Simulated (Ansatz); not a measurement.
# Y on Nb(110): change of the work function

Aim: the work function of Nb(110) at several coverages of Y (hollow site), and the dipole that each adsorbate carries.

Calculated with Ansatz 0.2.0; plane-wave DFT, PBE, Ansatz PAW.

Report form: inputs, costs, results and the conclusion, without the logs.

## Step 1: The structure

The cell holds 4 atoms: 4 Nb. Cell: a = 2.858 Å, b = 2.858 Å, c = 25.000 Å, α = 90.0°, β = 90.0°, γ = 70.5°. Vacuum lies along c.

## Step 2: The clean slab

The bare slab comes first, as the zero from which every change is counted. The two lowest layers are held at bulk places and the upper ones relax. The dipole correction removes the false field that a one-sided slab makes across the periodic vacuum, so each face gets a flat vacuum level of its own.

input.yaml reads:

```yaml
crystal:
  lattice:
    - [2.3334523779, -1.65, 0.0]
    - [2.3334523779, 1.65, 0.0]
    - [0.0, 0.0, 25.0003571337]
  atoms:
    - { symbol: Nb, position: [0.0, 0.0, 0.3599948573] }
    - { symbol: Nb, position: [0.5, 0.5, 0.4533316191] }
    - { symbol: Nb, position: [0.0, 0.0, 0.5466683809] }
    - { symbol: Nb, position: [0.5, 0.5, 0.6400051427] }
kpoints:
  mp_grid: { grid: [12, 12, 1] }
hamiltonian:
  xc: pbe
scf:
  occupations: { method: fermi_dirac, width: 0.1 }
  convergence: { dr2_threshold: 1.0e-08 }
efield:
  axis: 3
  dipole_correction: true
  ramp_position: 0.97
  ramp_width: 0.06
relax:
  f_tol: 0.02
  max_steps: 60
  constraints: [{ sites: [0, 1] }]
output:
  write_potential: true
  write_density: true
  volumetric_format: npy
```

The run is started by

```
ansatz run input.yaml --threads 4 --pin off --max-ram 16384MiB --backend cpu --events-out ev --progress --plain --runs-dir out
```

Run time: 16 s. Hardware: 4 threads of Arm Neoverse V2, shared host; peak memory 0.56 GiB; 61 s of CPU time.

The steps of the relaxation:

| step | energy less that of the first step (eV) | largest force component (eV/Å) |
| --- | --- | --- |
| 1 | 0.0000 | 0.3894 |
| 2 | 0.0061 | 0.5460 |
| 3 | -0.0148 | 0.0045 |

Relaxation step 2 was tried and not accepted.

The run keeps the 4 symmetry operations that the program found, so distortions that break them were not tested.

The atoms that moved most (Å):

| atom | dx | dy | dz | length |
| --- | --- | --- | --- | --- |
| Nb4 | 0.000 | 0.000 | -0.054 | 0.054 |
| Nb3 | 0.000 | 0.000 | 0.029 | 0.029 |

The relaxed structure:

```cif
data_structure
_symmetry_space_group_name_H-M 'P 1'
_symmetry_Int_Tables_number 1
_cell_length_a 2.8579
_cell_length_b 2.8579
_cell_length_c 25.0004
_cell_angle_alpha 90.000
_cell_angle_beta 90.000
_cell_angle_gamma 70.529
_cell_volume 192.51
loop_
_atom_site_label
_atom_site_type_symbol
_atom_site_fract_x
_atom_site_fract_y
_atom_site_fract_z
_atom_site_occupancy
Nb1 Nb 0.00000 0.00000 0.35999 1
Nb2 Nb 0.50000 0.50000 0.45333 1
Nb3 Nb 0.00000 0.00000 0.54784 1
Nb4 Nb 0.50000 0.50000 0.63786 1
```

Read from the output:

```yaml
energy_at_zero_smearing: -18207.1363 eV
work_function_upper_face: 4.492 eV
work_function_lower_face: 4.529 eV
dipole_along_the_normal: 0.001540 e·Å
step_between_the_vacuum_levels: -0.03619 eV
```

Running mean over 2.333 Å of the planar mean; the ramp of the sawtooth is left out. Electron's electrostatic potential energy less the Fermi level against z:

z (Å), electron's electrostatic potential energy less the Fermi level (eV) and a bar from the least value:
```
        4        4.5 ##############################
        5        4.5 ##############################
        6        4.3 ##############################
        7        2.8 ###########################
        8       -5.9 ###########
        9      -11.0 #
       10      -11.0 ##
       11      -10.9 ##
       12      -10.8 ##
       13      -10.7 ##
       14      -11.2 #
       15      -11.8 
       16      -11.1 #
       17       -5.3 ############
       18        3.0 ###########################
       19        4.3 ##############################
       20        4.5 ##############################
       21        4.5 ##############################
```

The relaxation took 3 steps and lowered the energy by 0.015 eV; the largest force on the free atoms ends at 0.0045 eV/Å.

The work function of the upper face is 4.49 eV.

## Step 3: Adsorbate added, k-mesh 4×4×1, coverage 0.111 ML

System of this step: YNb36 (Y/Nb(110)). The cell holds 37 atoms: 36 Nb and 1 Y. Its edges and angles: a = 8.574 Å, b = 8.574 Å, c = 28.229 Å, α = 90.0°, β = 90.0°, γ = 70.5°. Vacuum lies along c.

The clean slab as it ended is repeated in the plane and the adsorbate is set on one face; the cell's size fixes the coverage, and the k-mesh shrinks with it to keep the sampling density about even. Adsorbate and upper layers relax, since the dipole depends on the height.

input.yaml reads:

```yaml
crystal:
  lattice:
    - [7.0003571337, -4.95, 0.0]
    - [7.0003571337, 4.95, 0.0]
    - [0.0, 0.0, 28.2294614088]
  atoms:
    - { symbol: Nb, position: [0.0, 0.0, 0.3188158594] }
    - { symbol: Nb, position: [0.1666666667, 0.1666666667, 0.40147604] }
    - { symbol: Nb, position: [0.0, 0.0, 0.4851697026] }
    - { symbol: Nb, position: [0.1666666667, 0.1666666667, 0.5648930405] }
    - { symbol: Nb, position: [0.0, 0.3333333333, 0.3188158594] }
    - { symbol: Nb, position: [0.1666666667, 0.5, 0.40147604] }
    - { symbol: Nb, position: [0.0, 0.3333333333, 0.4851697026] }
    - { symbol: Nb, position: [0.1666666667, 0.5, 0.5648930405] }
[... 24 atom lines left out ...]
    - { symbol: Nb, position: [0.6666666667, 0.6666666667, 0.3188158594] }
    - { symbol: Nb, position: [0.8333333333, 0.8333333333, 0.40147604] }
    - { symbol: Nb, position: [0.6666666667, 0.6666666667, 0.4851697026] }
    - { symbol: Nb, position: [0.8333333333, 0.8333333333, 0.5648930405] }
    - { symbol: "Y", position: [0.28, 0.28, 0.6811841406] }
kpoints:
  mp_grid: { grid: [4, 4, 1] }
hamiltonian:
  xc: pbe
scf:
  occupations: { method: fermi_dirac, width: 0.1 }
  convergence: { dr2_threshold: 1.0e-08 }
efield:
  axis: 3
  dipole_correction: true
  ramp_position: 0.97
  ramp_width: 0.06
relax:
  f_tol: 0.02
  max_steps: 60
  constraints:
    - { sites: [0, 1, 4, 5, 8, 9, 12, 13, 16, 17, 20, 21, 24, 25, 28, 29, 32, 33] }
output:
  write_potential: true
  write_density: true
  volumetric_format: npy
```

Elapsed: 27 min, on 4 threads; peak memory 10 GiB.

Relaxation path:

| step | energy less that of the first step (eV) | largest force component (eV/Å) |
| --- | --- | --- |
| 1 | 0.0000 | 2.2525 |
| 2 | -0.5230 | 2.2975 |
| 3 | -0.9806 | 1.9762 |
| 4 | -1.3161 | 1.2199 |
| 5 | -1.4990 | 0.3150 |
| 6 | -1.5775 | 0.2480 |
| 7 | -1.6123 | 0.2096 |
| 8 | -1.6310 | 0.1200 |
| 9 | -1.6369 | 0.0135 |
| 10 | -1.6372 | 0.0113 |

The run keeps the 2 symmetry operations that the program found, so distortions that break them were not tested.

The atoms that moved most (Å):

| atom | dx | dy | dz | length |
| --- | --- | --- | --- | --- |
| Y37 | 0.756 | 0.000 | -0.967 | 1.227 |
| Nb8 | 0.000 | 0.030 | -0.067 | 0.074 |
| Nb16 | 0.000 | -0.030 | -0.067 | 0.074 |
| Nb20 | 0.069 | 0.000 | 0.024 | 0.073 |
| Nb4 | -0.067 | 0.000 | 0.025 | 0.071 |
| Nb24 | 0.016 | 0.017 | 0.049 | 0.055 |
| Nb32 | 0.016 | -0.017 | 0.049 | 0.055 |
| Nb28 | -0.015 | 0.017 | 0.050 | 0.054 |

The relaxed structure:

```xyz
37
Lattice="7.0004 -4.9500 0.0000 7.0004 4.9500 0.0000 0.0000 0.0000 28.2295" Properties=species:S:1:pos:R:3
Nb    0.0000    0.0000    9.0000
Nb    2.3335    0.0000   11.3335
Nb   -0.0080    0.0000   13.7015
Nb    2.2667    0.0000   15.9719
Nb    2.3335    1.6500    9.0000
Nb    4.6669    1.6500   11.3335
Nb    2.3130    1.6447   13.6915
Nb    4.6671    1.6801   15.8792
Nb    4.6669    3.3000    9.0000
Nb    7.0004    3.3000   11.3335
Nb    4.6671    3.3106   13.6754
Nb    6.9857    3.2832   15.9963
Nb    2.3335   -1.6500    9.0000
Nb    4.6669   -1.6500   11.3335
Nb    2.3130   -1.6447   13.6915
Nb    4.6671   -1.6801   15.8792
Nb    4.6669    0.0000    9.0000
Nb    7.0004    0.0000   11.3335
Nb    4.6679    0.0000   13.6792
Nb    7.0691    0.0000   15.9704
Nb    7.0004    1.6500    9.0000
Nb    9.3338    1.6500   11.3335
Nb    7.0215    1.6450   13.6912
Nb    9.3499    1.6671   15.9960
Nb    4.6669   -3.3000    9.0000
Nb    7.0004   -3.3000   11.3335
Nb    4.6671   -3.3106   13.6754
Nb    6.9857   -3.2832   15.9963
Nb    7.0004   -1.6500    9.0000
Nb    9.3338   -1.6500   11.3335
Nb    7.0215   -1.6450   13.6912
Nb    9.3499   -1.6671   15.9960
Nb    9.3338    0.0000    9.0000
Nb   11.6673    0.0000   11.3335
Nb    9.3428    0.0000   13.7027
Nb   11.6686    0.0000   15.9833
Y     4.6763    0.0000   18.2626
```

Numbers from this step:

```
energy at zero smearing        : -167713.0201 eV
work function, upper face      : 3.108 eV
work function, lower face      : 4.527 eV
dipole along the normal        : 0.5436 e·Å
step between the vacuum levels : -1.419 eV
```

Running mean over 2.333 Å of the planar mean; the ramp of the sawtooth is left out. Table of electron's electrostatic potential energy less the Fermi level by z:

| z (Å) | electron's electrostatic potential energy less the Fermi level (eV) |
| --- | --- |
| 4 | 4.52 |
| 5 | 4.51 |
| 6 | 4.34 |
| 7 | 2.78 |
| 8 | -5.88 |
| 9 | -11.0 |
| 10 | -11.0 |
| 11 | -10.9 |
| 12 | -10.8 |
| 13 | -10.8 |
| 14 | -11.1 |
| 15 | -11.6 |
| 16 | -11.0 |
| 17 | -6.21 |
| 18 | 0.879 |
| 19 | 1.95 |
| 20 | 2.80 |
| 21 | 3.07 |
| 22 | 3.10 |
| 23 | 3.11 |
| 24 | 3.11 |
| 25 | 3.11 |

The relaxation took 10 steps and lowered the energy by 1.6 eV; the largest force on the free atoms ends at 0.011 eV/Å.

The covered face has 3.11 eV, -1.38 eV against the clean one; the bare back face has moved by -0.00 eV, a measure of how thin the slab is.

## Step 4: The covered slab, k-mesh 6×6×1, coverage 0.25 ML

System of this step: YNb16 (Y/Nb(110)). The cell holds 17 atoms: 16 Nb and 1 Y. Cell: a = 5.716 Å, b = 5.716 Å, c = 28.229 Å, α = 90.0°, β = 90.0°, γ = 70.5°. Vacuum lies along c.

Another coverage, to see how the dipoles act on each other as their distance changes.

input.yaml reads:

```yaml
crystal:
  lattice:
    - [4.6669047558, -3.3, 0.0]
    - [4.6669047558, 3.3, 0.0]
    - [0.0, 0.0, 28.2294614088]
  atoms:
    - { symbol: Nb, position: [0.0, 0.0, 0.3188158594] }
    - { symbol: Nb, position: [0.25, 0.25, 0.40147604] }
    - { symbol: Nb, position: [0.0, 0.0, 0.4851697026] }
    - { symbol: Nb, position: [0.25, 0.25, 0.5648930405] }
    - { symbol: Nb, position: [0.0, 0.5, 0.3188158594] }
    - { symbol: Nb, position: [0.25, 0.75, 0.40147604] }
    - { symbol: Nb, position: [0.0, 0.5, 0.4851697026] }
    - { symbol: Nb, position: [0.25, 0.75, 0.5648930405] }
    - { symbol: Nb, position: [0.5, 0.0, 0.3188158594] }
    - { symbol: Nb, position: [0.75, 0.25, 0.40147604] }
    - { symbol: Nb, position: [0.5, 0.0, 0.4851697026] }
    - { symbol: Nb, position: [0.75, 0.25, 0.5648930405] }
    - { symbol: Nb, position: [0.5, 0.5, 0.3188158594] }
    - { symbol: Nb, position: [0.75, 0.75, 0.40147604] }
    - { symbol: Nb, position: [0.5, 0.5, 0.4851697026] }
    - { symbol: Nb, position: [0.75, 0.75, 0.5648930405] }
    - { symbol: "Y", position: [0.42, 0.42, 0.6811841406] }
kpoints:
  mp_grid: { grid: [6, 6, 1] }
hamiltonian:
  xc: pbe
scf:
  occupations: { method: fermi_dirac, width: 0.1 }
  convergence: { dr2_threshold: 1.0e-08 }
efield:
  axis: 3
  dipole_correction: true
  ramp_position: 0.97
  ramp_width: 0.06
relax:
  f_tol: 0.02
  max_steps: 60
  constraints: [{ sites: [0, 1, 4, 5, 8, 9, 12, 13] }]
output:
  dos: { projected: true, e_range: [-8, 4] }
  write_potential: true
  write_density: true
  volumetric_format: npy
  elf: true
```

Wall time 7.6 min (4 threads); peak memory 3.2 GiB.

Step by step:

| step | energy less that of the first step (eV) | largest force component (eV/Å) |
| --- | --- | --- |
| 1 | 0.0000 | 1.9444 |
| 2 | -0.4839 | 2.0090 |
| 3 | -0.9109 | 1.7477 |
| 4 | -1.2213 | 1.0351 |
| 5 | -1.3381 | 0.6041 |
| 6 | -1.3921 | 0.2374 |
| 7 | -1.4216 | 0.1009 |
| 8 | -1.4348 | 0.0418 |
| 9 | -1.4359 | 0.0270 |
| 10 | -1.4360 | 0.0093 |

Forces are held to the 2 operations that the program found; a distortion that breaks them can't arise in this run.

The atoms that moved most (Å):

| atom | dx | dy | dz | length |
| --- | --- | --- | --- | --- |
| Y17 | 0.749 | 0.000 | -0.895 | 1.167 |
| Nb16 | -0.038 | 0.000 | 0.100 | 0.107 |
| Nb4 | 0.035 | 0.000 | 0.100 | 0.106 |
| Nb12 | -0.001 | -0.026 | -0.016 | 0.031 |
| Nb8 | -0.001 | 0.026 | -0.016 | 0.031 |
| Nb15 | 0.000 | 0.000 | -0.026 | 0.026 |
| Nb3 | 0.000 | 0.000 | -0.012 | 0.012 |

Final coordinates:

```xyz
17
Lattice="4.6669 -3.3000 0.0000 4.6669 3.3000 0.0000 0.0000 0.0000 28.2295" Properties=species:S:1:pos:R:3
Nb    0.0000    0.0000    9.0000
Nb    2.3335    0.0000   11.3335
Nb    0.0005    0.0000   13.6837
Nb    2.3686    0.0000   16.0467
Nb    2.3335    1.6500    9.0000
Nb    4.6669    1.6500   11.3335
Nb    2.3336    1.6502   13.6957
Nb    4.6660    1.6764   15.9304
Nb    2.3335   -1.6500    9.0000
Nb    4.6669   -1.6500   11.3335
Nb    2.3336   -1.6502   13.6957
Nb    4.6660   -1.6764   15.9304
Nb    4.6669    0.0000    9.0000
Nb    7.0004    0.0000   11.3335
Nb    4.6664    0.0000   13.6704
Nb    6.9624    0.0000   16.0469
Y     4.6697    0.0000   18.3349
```

Numbers from this step:

```
energy at zero smearing        : -76677.1495 eV
work function, upper face      : 2.453 eV
work function, lower face      : 4.518 eV
dipole along the normal        : 0.3514 e·Å
step between the vacuum levels : -2.065 eV
```

Running mean over 2.333 Å of the planar mean; the ramp of the sawtooth is left out. Table of electron's electrostatic potential energy less the Fermi level by z:

| z (Å) | electron's electrostatic potential energy less the Fermi level (eV) |
| --- | --- |
| 4 | 4.52 |
| 5 | 4.50 |
| 6 | 4.33 |
| 7 | 2.77 |
| 8 | -5.88 |
| 9 | -11.1 |
| 10 | -11.0 |
| 11 | -10.9 |
| 12 | -10.8 |
| 13 | -10.8 |
| 14 | -11.1 |
| 15 | -11.3 |
| 16 | -11.0 |
| 17 | -7.17 |
| 18 | -1.42 |
| 19 | -0.555 |
| 20 | 1.46 |
| 21 | 2.29 |
| 22 | 2.43 |
| 23 | 2.45 |
| 24 | 2.45 |
| 25 | 2.45 |

The density of states has structure finer than the step of the table below, so its rows give means over 0.25 eV. Peaks (eV: height): -2.830: 28.8, -1.590: 53.4, -1.440: 35.9, -1.350: 39.5, -1.260: 37.6, -0.960: 36.4, -0.540: 36.8.

Table of density of states by energy, zero at the Fermi level; means over each step:

energy (eV), density of states (states/eV a cell) and a bar:
```
    -5.75        0.0 
    -5.50        0.5 
    -5.25        0.9 #
    -5.00        1.0 #
    -4.75        1.1 #
    -4.50        2.0 ##
    -4.25        2.7 ##
    -4.00        3.1 ###
    -3.75        2.9 ##
    -3.50        9.9 ########
    -3.25       17.9 ###############
    -3.00       15.1 ############
    -2.75       24.0 ####################
    -2.50       23.2 ###################
    -2.25       18.8 ###############
    -2.00       14.0 ############
    -1.75       13.8 ###########
    -1.50       36.6 ##############################
    -1.25       31.6 ##########################
    -1.00       22.9 ###################
    -0.75       20.3 #################
    -0.50       32.2 ##########################
    -0.25       26.9 ######################
     0.00       23.3 ###################
     0.25       18.7 ###############
     0.50       17.8 ###############
     0.75       16.2 #############
     1.00       14.7 ############
     1.25       15.3 #############
```

Projected DOS per atom over height of the atomic layer and energy from the Fermi level. Layers: Nb4 Nb4 Nb4 Nb4 Y from below.

Values in states/eV, 22 rows by 5 columns, each cell a mean:
```
1.00 0.52 0.51 0.73 2.20
0.93 0.59 0.65 0.91 3.32
1.31 0.64 0.70 1.04 2.53
1.52 1.28 1.34 1.56 1.59
2.25 1.39 1.40 1.62 1.22
1.56 1.09 1.09 1.56 0.71
2.01 2.18 1.94 2.05 1.22
0.65 0.78 0.97 1.18 0.96
1.22 1.14 1.05 1.22 0.29
1.37 1.53 1.51 1.33 0.29
0.72 1.21 1.30 0.81 0.18
0.43 0.72 0.79 0.49 0.12
0.17 0.20 0.19 0.19 0.05
0.13 0.16 0.15 0.14 0.04
0.04 0.09 0.10 0.05 0.01
0.03 0.08 0.08 0.04 0.01
0.00 0.01 0.01 0.01 0.00
0.00 0.00 0.00 0.00 0.00
0.00 0.00 0.00 0.00 0.00
0.00 0.00 0.00 0.00 0.00
0.00 0.00 0.00 0.00 0.00
0.00 0.00 0.00 0.00 0.00
```
Columns: height of the atomic layer (Å) from 9 to 18.3; rows upwards: energy from the Fermi level (eV) from -7.96 to 1.34.

Electrostatic potential energy in the ca plane at fractional y = 0.500, with atoms of Nb and Y within 0.2 Å of it. With pseudopotentials it is smooth inside the atoms' cores, unlike the true potential.

Ten even steps from '0' (-58 eV) to '9' (8 eV), each cell a mean:
```
02799999986100279999999999999999999999999999
35899999998523589999999999999999999999999999
78999999999877899999999999999999999999999999
89999989999989999999999999999999999999999999
78999999999877899999999877788999999999999999
25899999997423689999999742368999999999999999
02799999985000279999998510037899999999999999
01699999985000279999998410027899999999999999
03799999996201479999998621147899999999999999
57899999998655799999999865578999999999999999
89999999999988999999999988889999999999999999
89999999999988999999999999999999999999999999
57899999998755799999999999999999999999999999
03799999997200379999999999999999999999999999
01699999985000169999999999999999999999999999
```
Columns run along c (16.0 Å, from fractional 0.33 to 0.89 of the cell; values clipped at the 3rd and 97th percentile), rows up along a (5.7 Å). Atoms in or near the plane, at fractional coordinates: Nb at (0.49, 0.00), Nb at (0.48, 0.50), Y at (0.65, 0.50).

Valence density in the ca plane at fractional y = 0.500, with atoms of Nb and Y within 0.2 Å of it. It is the smooth field of the valence electrons, not physical close to the nuclei.

Values in e/Å³, 8 rows by 16 columns, each cell a mean:
```
2.2 0.3 0.2 0.4 3.4 1.3 0.2 0.2 0.1 0.0 0.0 0.0 0.0 0.0 0.0 0.0
0.4 0.2 0.3 0.2 0.5 0.3 0.3 0.2 0.1 0.1 0.0 0.0 0.0 0.0 0.0 0.0
0.6 0.2 0.3 0.3 0.9 0.4 0.3 0.3 0.3 0.7 0.1 0.0 0.0 0.0 0.0 0.0
2.9 0.3 0.2 0.6 4.3 1.6 0.2 0.2 1.2 3.2 0.5 0.0 0.0 0.0 0.0 0.0
2.3 0.3 0.2 0.5 3.5 1.2 0.2 0.2 1.0 2.6 0.3 0.0 0.0 0.0 0.0 0.0
0.4 0.2 0.3 0.2 0.5 0.3 0.3 0.3 0.2 0.3 0.1 0.0 0.0 0.0 0.0 0.0
0.6 0.2 0.3 0.3 0.9 0.4 0.3 0.2 0.1 0.0 0.0 0.0 0.0 0.0 0.0 0.0
2.8 0.3 0.2 0.5 4.2 1.7 0.2 0.2 0.1 0.0 0.0 0.0 0.0 0.0 0.0 0.0
```
Columns run along c (16.0 Å, from fractional 0.33 to 0.89 of the cell), rows up along a (5.7 Å). Atoms in or near the plane, at fractional coordinates: Nb at (0.49, 0.00), Nb at (0.48, 0.50), Y at (0.65, 0.50).

ELF in the ca plane at fractional y = 0.500, with atoms of Nb and Y within 0.2 Å of it. It is the smooth field of the valence electrons, not physical close to the nuclei.

Ten even steps from '0' (0.00) to '9' (0.83), each cell a mean:
```
78445434425867833543345555422100000000000000
85245334432688524433345665322110000000000000
33454333453233235433346753111121100000000000
34554333455323355433456521111122210000000000
33354333443333235433455335531123321000000000
85345334433687523433453489984122332100000000
78445434425867833444442798996212332100000000
68445444426846843544542796896212332100000000
86345434434888623433442699995212332100000000
53344333442465324433454368852123321100000000
33454333454322345433456322211122221000000000
33454333454322345433356642111122110000000000
53344333442465324433346764321111000000000000
87345434433888733543345665422110000000000000
58445444425845843654345554321100000000000000
```
Columns run along c (16.0 Å, from fractional 0.33 to 0.89 of the cell), rows up along a (5.7 Å). Atoms in or near the plane, at fractional coordinates: Nb at (0.49, 0.00), Nb at (0.48, 0.50), Y at (0.65, 0.50).

The relaxation took 10 steps and lowered the energy by 1.4 eV; the largest force on the free atoms ends at 0.0093 eV/Å.

By hand: a sheet of dipoles makes a step −p/(ε₀A) in the electron's potential. With e/ε₀ = 180.95 V·Å, p = 0.3514 e·Å and A = 30.80 Å², that is −180.95 × (0.3514) / 30.80 = -2.065 eV, and the two vacuum levels of the run differ by -2.065 eV.

The covered face has 2.45 eV, -2.04 eV against the clean one; the bare back face has moved by -0.01 eV, a measure of how thin the slab is.

## Step 5: Work function against coverage

This step: plane-wave DFT, PBE, Ansatz PAW; work function against coverage (Ansatz 0.2.0).

The runs are now put side by side.

This step gave:

```yaml
work_function_of_the_clean_face: 4.492 eV
largest_change_of_the_work_function: -2.039 eV
```

The work function of the covered face by coverage:

| coverage (adsorbates/nm²) | work function of the covered face (eV) |
| --- | --- |
| 0.00 | 4.49 |
| 1.44 | 3.11 |
| 3.25 | 2.45 |

The dipole per adsorbate comes from the change of the cell's dipole. Coverage, by row:

| coverage (1/nm²) | coverage (ML) | work function (eV) | change (eV) | dipole per adsorbate, positive end outwards (debye) | mean height of the added atoms over the highest substrate atom (Å) |
| --- | --- | --- | --- | --- | --- |
| 1.443 | 0.1111 | 3.108 | -1.385 | 2.544 | 2.266 |
| 3.247 | 0.25 | 2.453 | -2.039 | 1.658 | 2.288 |

## Step 6: What came out

```yaml
work_function_of_the_clean_face: 4.49 eV
work_function_at_0p11_ml: 3.11 eV
work_function_at_0p25_ml: 2.45 eV
dipole_per_adsorbate_at_0p11_ml_positive_end_outwards: 2.54 D
```

In words: Y lowers the work function of Nb(110) at the lowest coverage, by 1.38 eV: the adsorbate layer has its positive end outwards. The slab has 4 layers, at the tabulated experimental lattice constant, one starting site was run, and quantum-size effects of a slab this thin can reach one or two tenths of an eV. The main runs have no spin polarisation; a magnetic state could lie lower and would change these results.

[Long decimals in the printed logs are rounded to 6 places.]

[Logs are printed without paths, hosts, clocks, repeated set-up lines and the standing remarks that a program may print on its own settings, such as how far it seeks lower states.]

[Hosts, paths, dates, database ids (printed as entryN), source tags and the programs' standing remarks are cut or masked in the printed files.]

[Maps of the electrostatic potential energy from Ansatz leave out the sawtooth potential of an applied field or a dipole correction, so their vacuum need not be flat; planar profiles and work functions include it.]

[The density of states shown here was stored with 400 of the rows of the run's finer table, so its peaks can read low, often by over a quarter, or be missed, and its means over a window can be off by a tenth or more.]
